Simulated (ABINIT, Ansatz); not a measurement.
# Lattice dynamics of Osmium (P6_3/mmc) in two programs, part 3 of 4

How does Osmium (P6_3/mmc) vibrate, and is this structure a minimum?

ABINIT 10.8.3; DFT PBE, scalar-relativistic, plane waves, PseudoDojo norm-conserving pseudopotentials.

So far. Step 4 (Ground state): The cell stands at -0.69 GPa: the relaxation ran with a smoothed and higher cutoff, and the difference is a stress of the finite basis. Step 5 (Linear response at Γ): The acoustic modes at Γ come out as far as 3.9 cm⁻¹ from zero, where they should vanish, a small numerical error. The relaxed cell has a = 2.751, c = 4.352 Å (conventional setting).

## 7. Interpolated phonon bands

anaddb transforms the dynamical matrices to force constants and back along the path; points of the mesh come back as solved, but for the sum rule and, in polar crystals, the LO-TO term at Γ; the rest is interpolation.

Input file anaddb.abi:

```
ddb_filepath "all_DDB"
output_file "anaddb.abo"
outdata_prefix "anaddb"
ifcflag 1
ngqpt 3 3 2
nqshft 1
q1shft 0.0 0.0 0.0
asr 1
chneut 0
dipdip 0
dipquad 0
quadquad 0
enunit 0
eivec 0
nph1l 93
qph1l 
    0.0 0.0 0.0 1.0
    0.05 0.0 0.0 1.0
    0.1 0.0 0.0 1.0
    0.15 0.0 0.0 1.0
    0.2 0.0 0.0 1.0
    0.25 0.0 0.0 1.0
    0.3 0.0 0.0 1.0
    0.35 0.0 0.0 1.0
    0.4 0.0 0.0 1.0
    0.45 0.0 0.0 1.0
    0.5 0.0 0.0 1.0
    0.48333333 0.03333333 0.0 1.0
    0.46666667 0.06666667 0.0 1.0
    0.45 0.1 0.0 1.0
    0.43333333 0.13333333 0.0 1.0
    0.41666667 0.16666667 0.0 1.0
    0.4 0.2 0.0 1.0
    0.38333333 0.23333333 0.0 1.0
    0.36666667 0.26666667 0.0 1.0
    0.35 0.3 0.0 1.0
    0.33333333 0.33333333 0.0 1.0
    0.3 0.3 0.0 1.0
    0.26666667 0.26666667 0.0 1.0
    0.23333333 0.23333333 0.0 1.0
    0.2 0.2 0.0 1.0
    0.16666667 0.16666667 0.0 1.0
    0.13333333 0.13333333 0.0 1.0
    0.1 0.1 0.0 1.0
    0.06666667 0.06666667 0.0 1.0
    0.03333333 0.03333333 0.0 1.0
    0.0 0.0 0.0 1.0
    0.0 0.0 0.05 1.0
    0.0 0.0 0.1 1.0
    0.0 0.0 0.15 1.0
    0.0 0.0 0.2 1.0
    0.0 0.0 0.25 1.0
    0.0 0.0 0.3 1.0
    0.0 0.0 0.35 1.0
    0.0 0.0 0.4 1.0
    0.0 0.0 0.45 1.0
    0.0 0.0 0.5 1.0
    0.05 0.0 0.5 1.0
    0.1 0.0 0.5 1.0
    0.15 0.0 0.5 1.0
    0.2 0.0 0.5 1.0
    0.25 0.0 0.5 1.0
    0.3 0.0 0.5 1.0
    0.35 0.0 0.5 1.0
    0.4 0.0 0.5 1.0
    0.45 0.0 0.5 1.0
    0.5 0.0 0.5 1.0
    0.48333333 0.03333333 0.5 1.0
    0.46666667 0.06666667 0.5 1.0
    0.45 0.1 0.5 1.0
    0.43333333 0.13333333 0.5 1.0
    0.41666667 0.16666667 0.5 1.0
    0.4 0.2 0.5 1.0
    0.38333333 0.23333333 0.5 1.0
    0.36666667 0.26666667 0.5 1.0
    0.35 0.3 0.5 1.0
    0.33333333 0.33333333 0.5 1.0
    0.3 0.3 0.5 1.0
    0.26666667 0.26666667 0.5 1.0
    0.23333333 0.23333333 0.5 1.0
    0.2 0.2 0.5 1.0
    0.16666667 0.16666667 0.5 1.0
    0.13333333 0.13333333 0.5 1.0
    0.1 0.1 0.5 1.0
    0.06666667 0.06666667 0.5 1.0
    0.03333333 0.03333333 0.5 1.0
    0.0 0.0 0.5 1.0
    0.5 0.0 0.5 1.0
    0.5 0.0 0.45 1.0
    0.5 0.0 0.4 1.0
    0.5 0.0 0.35 1.0
    0.5 0.0 0.3 1.0
    0.5 0.0 0.25 1.0
    0.5 0.0 0.2 1.0
    0.5 0.0 0.15 1.0
    0.5 0.0 0.1 1.0
    0.5 0.0 0.05 1.0
    0.5 0.0 0.0 1.0
    0.33333333 0.33333333 0.5 1.0
    0.33333333 0.33333333 0.45 1.0
    0.33333333 0.33333333 0.4 1.0
    0.33333333 0.33333333 0.35 1.0
    0.33333333 0.33333333 0.3 1.0
    0.33333333 0.33333333 0.25 1.0
    0.33333333 0.33333333 0.2 1.0
    0.33333333 0.33333333 0.15 1.0
    0.33333333 0.33333333 0.1 1.0
    0.33333333 0.33333333 0.05 1.0
    0.33333333 0.33333333 0.0 1.0
```

Input file mrgddb.in:

```
all_DDB
merged
6
dfpt_gammao_DDB
dfpt_qo_DS1_DDB
dfpt_qo_DS2_DDB
dfpt_qo_DS3_DDB
dfpt_qo_DS4_DDB
dfpt_qo_DS5_DDB
```

On the command line:

```bash
> mrgddb < mrgddb.in > mrgddb.log
> OMP_NUM_THREADS=1 anaddb anaddb.abi > anaddb.log
```

anaddb.abo, the main output file:

```text
[banners, grids, parts of the stress and lines that vanish by symmetry left out]
-outvars_anaddb: echo values of input variables ----------------------

 Flags :
[...]
Phonon wavevector (reduced coordinates) :  0.00000  0.00000  0.00000
 Phonon energies in Hartree :
[...]
Phonon frequencies in cm-1    :
-  0.000000E+00  0.000000E+00  0.000000E+00  1.553971E+02  1.553971E+02
-  2.145087E+02
[...]
Phonon wavevector (reduced coordinates) :  0.05000  0.00000  0.00000
 Phonon energies in Hartree :
[...]
Phonon frequencies in cm-1    :
-  2.080136E+01  2.514119E+01  3.389995E+01  1.563464E+02  1.566930E+02
-  2.129707E+02
[...]
Phonon wavevector (reduced coordinates) :  0.10000  0.00000  0.00000
 Phonon energies in Hartree :
[...]
Phonon frequencies in cm-1    :
-  4.093546E+01  4.928923E+01  6.670473E+01  1.590059E+02  1.604005E+02
-  2.084759E+02
[...]
Phonon wavevector (reduced coordinates) :  0.15000  0.00000  0.00000
 Phonon energies in Hartree :
[...]
Phonon frequencies in cm-1    :
-  5.977197E+01  7.153764E+01  9.738998E+01  1.628827E+02  1.660333E+02
-  2.013801E+02
[...]
Phonon wavevector (reduced coordinates) :  0.20000  0.00000  0.00000
 Phonon energies in Hartree :
[...]
Phonon frequencies in cm-1    :
-  7.675432E+01  9.114416E+01  1.250628E+02  1.673500E+02  1.729275E+02
-  1.922688E+02
[...]
Phonon wavevector (reduced coordinates) :  0.25000  0.00000  0.00000
 Phonon energies in Hartree :
[...]
Phonon frequencies in cm-1    :
-  9.143474E+01  1.075886E+02  1.490001E+02  1.718201E+02  1.803821E+02
-  1.819428E+02
  Phonon wavevector (reduced coordinates) :  0.30000  0.00000  0.00000
 Phonon energies in Hartree :
[...]
Phonon frequencies in cm-1    :
-  1.035037E+02  1.205968E+02  1.686441E+02  1.713907E+02  1.758497E+02
-  1.877775E+02
  Phonon wavevector (reduced coordinates) :  0.35000  0.00000  0.00000
 Phonon energies in Hartree :
[...]
Phonon frequencies in cm-1    :
-  1.128060E+02  1.301077E+02  1.617526E+02  1.791605E+02  1.835190E+02
-  1.947012E+02
  Phonon wavevector (reduced coordinates) :  0.40000  0.00000  0.00000
 Phonon energies in Hartree :
[...]
Phonon frequencies in cm-1    :
-  1.193326E+02  1.361477E+02  1.542881E+02  1.816011E+02  1.931962E+02
-  2.009669E+02
  Phonon wavevector (reduced coordinates) :  0.45000  0.00000  0.00000
 Phonon energies in Hartree :
[...]
Phonon frequencies in cm-1    :
-  1.231735E+02  1.387837E+02  1.501789E+02  1.830928E+02  1.981459E+02
-  2.057192E+02
  Phonon wavevector (reduced coordinates) :  0.50000  0.00000  0.00000
 Phonon energies in Hartree :
[...]
Phonon frequencies in cm-1    :
-  1.244379E+02  1.391851E+02  1.491733E+02  1.835946E+02  1.996394E+02
-  2.074810E+02
  Phonon wavevector (reduced coordinates) :  0.48333  0.03333  0.00000
 Phonon energies in Hartree :
[...]
Phonon frequencies in cm-1    :
-  1.252521E+02  1.391561E+02  1.490037E+02  1.832689E+02  1.993231E+02
-  2.078152E+02
  Phonon wavevector (reduced coordinates) :  0.46667  0.06667  0.00000
 Phonon energies in Hartree :
[...]
Phonon frequencies in cm-1    :
-  1.276290E+02  1.390775E+02  1.485037E+02  1.823726E+02  1.983808E+02
-  2.087411E+02
  Phonon wavevector (reduced coordinates) :  0.45000  0.10000  0.00000
 Phonon energies in Hartree :
[...]
Phonon frequencies in cm-1    :
-  1.313847E+02  1.389730E+02  1.477008E+02  1.810977E+02  1.968310E+02
-  2.100790E+02
[...]
Phonon wavevector (reduced coordinates) :  0.10000  0.00000  0.50000
 Phonon energies in Hartree :
[...]
Phonon frequencies in cm-1    :
-  1.148348E+02  1.148348E+02  1.202141E+02  1.202141E+02  1.780485E+02
-  1.780485E+02
  Phonon wavevector (reduced coordinates) :  0.15000  0.00000  0.50000
 Phonon energies in Hartree :
[...]
Phonon frequencies in cm-1    :
-  1.175325E+02  1.175325E+02  1.279797E+02  1.279797E+02  1.852509E+02
-  1.852509E+02
  Phonon wavevector (reduced coordinates) :  0.20000  0.00000  0.50000
 Phonon energies in Hartree :
[...]
Phonon frequencies in cm-1    :
-  1.212634E+02  1.212634E+02  1.365022E+02  1.365022E+02  1.934680E+02
-  1.934680E+02
  Phonon wavevector (reduced coordinates) :  0.25000  0.00000  0.50000
 Phonon energies in Hartree :
[...]
Phonon frequencies in cm-1    :
-  1.258979E+02  1.258979E+02  1.445822E+02  1.445822E+02  2.015239E+02
-  2.015239E+02
  Phonon wavevector (reduced coordinates) :  0.30000  0.00000  0.50000
 Phonon energies in Hartree :
[...]
Phonon frequencies in cm-1    :
-  1.310980E+02  1.310980E+02  1.514463E+02  1.514463E+02  2.085371E+02
-  2.085371E+02
  Phonon wavevector (reduced coordinates) :  0.35000  0.00000  0.50000
 Phonon energies in Hartree :
[...]
Phonon frequencies in cm-1    :
-  1.362978E+02  1.362978E+02  1.567284E+02  1.567284E+02  2.140053E+02
-  2.140053E+02
[...]
Phonon wavevector (reduced coordinates) :  0.33333  0.33333  0.05000
 Phonon energies in Hartree :
[...]
Phonon frequencies in cm-1    :
-  1.403932E+02  1.403932E+02  1.706336E+02  1.742012E+02  1.742012E+02
-  2.178987E+02
  Phonon wavevector (reduced coordinates) :  0.33333  0.33333  0.00000
 Phonon energies in Hartree :
[...]
Phonon frequencies in cm-1    :
-  1.399001E+02  1.399001E+02  1.702289E+02  1.740205E+02  1.740205E+02
-  2.181074E+02
-
```

It took 0.53 s on 1 thread of Arm Neoverse V2, shared host.

Numbers from this step:

* lowest frequency on the path: 0 cm⁻¹

Anaddb. The phonon branches at the labelled points (cm⁻¹):

| point | branch 1 | branch 2 | branch 3 | branch 4 | branch 5 | branch 6 |
| --- | --- | --- | --- | --- | --- | --- |
| Γ | 0 | 0 | 0 | 155 | 155 | 214 |
| halfway | 91 | 108 | 149 | 172 | 180 | 182 |
| M | 124 | 139 | 149 | 184 | 200 | 208 |
| halfway | 139 | 142 | 145 | 178 | 192 | 213 |
| K | 140 | 140 | 170 | 174 | 174 | 218 |
| halfway | 107 | 118 | 157 | 173 | 182 | 182 |
| Γ | 0 | 0 | 0 | 155 | 155 | 214 |
| halfway | 62 | 62 | 100 | 145 | 145 | 206 |
| A | 113 | 113 | 113 | 113 | 171 | 171 |
| halfway | 126 | 126 | 145 | 145 | 202 | 202 |
| L | 145 | 145 | 163 | 163 | 221 | 221 |
| halfway | 146 | 146 | 173 | 173 | 213 | 213 |
| H | 148 | 148 | 190 | 190 | 198 | 198 |
| halfway | 129 | 129 | 153 | 153 | 205 | 205 |
| A | 113 | 113 | 113 | 113 | 171 | 171 |
| jump to L | 145 | 145 | 163 | 163 | 221 | 221 |
| halfway | 138 | 142 | 147 | 179 | 210 | 214 |
| M | 124 | 139 | 149 | 184 | 200 | 208 |
| jump to H | 148 | 148 | 190 | 190 | 198 | 198 |
| halfway | 147 | 147 | 179 | 180 | 180 | 213 |
| K | 140 | 140 | 170 | 174 | 174 | 218 |

The phonon branches as a text plot (rows in cm⁻¹):

```
    216 |*        ******     ***        *****            **    **
    207 | *     **      *   *   *      *     ** ****      *****
    198 |  *  *****      * *     *    *        *    *       *
    188 |   **     *   ****          *        ***    *       *
    179 |    ******** *   *       * *        *   *    *   *** **
    170 |  ***       *******       *        *          ***     **
    161 |***  *     * *  *  **    *     ****      *
    152 |      *** *   **     **       *      ***  *     * ****
    142 |       ********        *     *  *****   *  *    ****  **
    133 |     **  *     ***      *     **         ** *     *
    124 |   **  **       *        * ***             * *     *
    115 |     **                   ***               ****
    106 |    *            **      *
     97 |  *                    *
     87 |   *             *      *
     78 |   *              **
     69 | **               *
     60 |  *                *   *
     51 | *                 *
     41 | *                  * *
     32 |*                   *
     23 |*                   * *
     14 |
      5 |                     *
         Γ      M    K        Γ   A       L    H       A|L M|H  K
```

All branches are real along the path.

## 8. Sums over the zone

Sums over the zone need many more wavevectors than were solved, so the interpolation is sampled on a dense mesh.

Input file anaddb.abi:

```
ddb_filepath "all_DDB"
output_file "anaddb.abo"
outdata_prefix "anaddb"
ifcflag 1
ngqpt 3 3 2
nqshft 1
q1shft 0.0 0.0 0.0
asr 1
chneut 0
dipdip 0
dipquad 0
quadquad 0
prtdos 2
ng2qpt 19 19 10
dosdeltae 4.5563e-06
ntemper 11
temperinc 100.0
tempermin 0.0
```

On the command line:

```bash
> OMP_NUM_THREADS=1 anaddb anaddb.abi > anaddb.log
```

anaddb.abo, the main output file:

```text
-outvars_anaddb: echo values of input variables ----------------------

 Flags :
     ifcflag         1
 Miscellaneous information :
         asr         1
      chneut         0
 Interatomic Force Constants Inputs :
      dipdip         0
     dipquad         0
    quadquad         0
      ifcana         0
      ifcout         0
 Description of grid 1 :
        brav         1
       ngqpt         3         3         2
      nqshft         1
      q1shft
                     0.00000000E+00  0.00000000E+00  0.00000000E+00
 Phonon DOS information :
   dosdeltae  4.55630000E-06
    dossmear  4.55633525E-06
 Description of grid 2 (Fourier interp. or BZ sampling):
      ng2qpt        19        19        10
      ngrids         4
      q2shft         0.00000000E+00  0.00000000E+00  0.00000000E+00

================================================================================

 read the DDB information and perform some checks

  ==== Info on the Cryst% object ====
 Real(R)+Recip(G) space primitive vectors, cartesian coordinates (Bohr,Bohr^-1):
 R(1)=  5.1986241  0.0000000  0.0000000  G(1)=  0.1923586  0.1110583  0.0000000
 R(2)= -2.5993120  4.5021405  0.0000000  G(2)=  0.0000000  0.2221166  0.0000000
 R(3)=  0.0000000  0.0000000  8.2240083  G(3)=  0.0000000  0.0000000  0.1215952
 Unit cell volume ucvol=  1.9248239E+02 bohr^3
 Angles (23,13,12)=  9.00000000E+01  9.00000000E+01  1.20000000E+02 degrees
 Time-reversal symmetry is present
 Reduced atomic positions [iatom, xred, symbol]:
    1)    0.3333333  0.6666667  0.2500000  Os
    2)    0.6666667  0.3333333  0.7500000  Os

 DDB file with 6 blocks has been read.

================================================================================

 Calculation of the interatomic forces

       Homogeneous q point set in the B.Z.
 Grid q points  :       18
  1)   0.00000000E+00  0.00000000E+00  0.00000000E+00
  2)   3.33333333E-01  0.00000000E+00  0.00000000E+00
  3)  -3.33333333E-01  0.00000000E+00  0.00000000E+00
  4)   0.00000000E+00  3.33333333E-01  0.00000000E+00
  5)   3.33333333E-01  3.33333333E-01  0.00000000E+00
  6)  -3.33333333E-01  3.33333333E-01  0.00000000E+00
  7)   0.00000000E+00 -3.33333333E-01  0.00000000E+00
  8)   3.33333333E-01 -3.33333333E-01  0.00000000E+00
  9)  -3.33333333E-01 -3.33333333E-01  0.00000000E+00
 10)   0.00000000E+00  0.00000000E+00  5.00000000E-01
 11)   3.33333333E-01  0.00000000E+00  5.00000000E-01
 12)  -3.33333333E-01  0.00000000E+00  5.00000000E-01
 13)   0.00000000E+00  3.33333333E-01  5.00000000E-01
 14)   3.33333333E-01  3.33333333E-01  5.00000000E-01
 15)  -3.33333333E-01  3.33333333E-01  5.00000000E-01
 16)   0.00000000E+00 -3.33333333E-01  5.00000000E-01
 17)   3.33333333E-01 -3.33333333E-01  5.00000000E-01
 18)  -3.33333333E-01 -3.33333333E-01  5.00000000E-01

 The interatomic forces have been obtained

================================================================================

 Calculation of phonon density of states

 Average speed of sound partial sums:     0.1626554117E-02 (at units)
-                                   =           3.5584 [km/s]

 Debye frequency from partial sums:     0.1098049312E-02 (Ha)
-                                 =     0.7224817402E+01 (THz)
-Debye temperature from partial sums:     0.3467365487E+03 (K)

 Average speed of sound:     0.1699773134E-02 (at units)
-                      =           3.7186 [km/s]

 Debye frequency from DOS:     0.1147477788E-02 (Ha)
-                        =     0.7550041153E+01 (THz)
-Debye temperature from DOS:     0.3623448271E+03 (K)

-
```

Elapsed: 0.64 s, on 1 thread.

Numbers from this step:

```
share of modes beyond 3i cm⁻¹ on the dense interpolated mesh : 0
zero-point energy per atom                                   : 29.92 meV
heat capacity at 300 K                                       : 23.69 J/(mol atoms K)
vibrational entropy at 300 K                                 : 32.77 J/(mol atoms K)
```

The phonon density of states has structure finer than the step of the table below, so its rows give means over 5 cm⁻¹, whole bins alone (the curve runs from -30 to 248 cm⁻¹). Peaks (cm⁻¹: height): 145.0: 0.136, 178.0: 0.0751, 210.0: 0.0873.

Tetrahedra. Phonon density of states against wavenumber; means over each step:

```
wavenumber (cm⁻¹)  phonon density of states (1/cm⁻¹/cell)
                5                                  1.0e-5
               10                                  3.9e-5
               15                                  8.4e-5
               20                                  1.5e-4
               25                                  3.2e-4
               30                                  5.9e-4
               35                                  7.9e-4
               40                                 0.00107
               45                                 0.00140
               50                                 0.00182
               55                                 0.00229
               60                                 0.00276
               65                                 0.00335
               70                                 0.00405
               75                                 0.00483
               80                                 0.00575
               85                                 0.00680
               90                                 0.00809
               95                                 0.00956
              100                                  0.0114
              105                                  0.0138
              110                                  0.0167
              115                                  0.0202
              120                                  0.0246
              125                                  0.0318
              130                                  0.0402
              135                                  0.0537
              140                                  0.0901
              145                                   0.114
              150                                  0.0714
              155                                  0.0499
              160                                  0.0462
              165                                  0.0422
              170                                  0.0502
              175                                  0.0646
              180                                  0.0525
              185                                  0.0231
              190                                  0.0336
              195                                  0.0423
              200                                  0.0587
              205                                  0.0624
              210                                  0.0787
              215                                  0.0459
              220                                 0.00733
              225                                       0
```

Harmonic thermodynamic functions per atom, summed over the density of states scaled to three modes an atom; melting is ignored. Thermodynamic functions:

```
T (K)  F_vib (meV/atom)  S (J/mol-atom/K)  C_V (J/mol-atom/K)
    0             29.92                 0                   0
   50             29.68             2.023               6.015
  100              26.7             9.765               16.23
  200              9.04             23.42               22.25
  300            -20.35             32.77               23.69
  400            -58.05             39.67               24.23
  500            -102.1             45.11               24.48
  600            -151.2             49.58               24.62
  700            -204.6             53.39               24.71
  800            -261.7             56.69               24.76
  900              -322             59.61                24.8
 1000            -385.2             62.22               24.83
```

At 300 K the heat capacity has reached 95 % of the Dulong-Petit value.

(Continued in part 4 of 4.)

[Host names and launcher messages were left out of these logs when they were recorded.]

[Logs are printed without paths, hosts, clocks, repeated set-up lines and the standing remarks that a program may print on its own settings, such as how far it seeks lower states.]

[Hosts, paths, dates, database ids (printed as entryN), source tags and the programs' standing remarks are cut or masked in the printed files.]
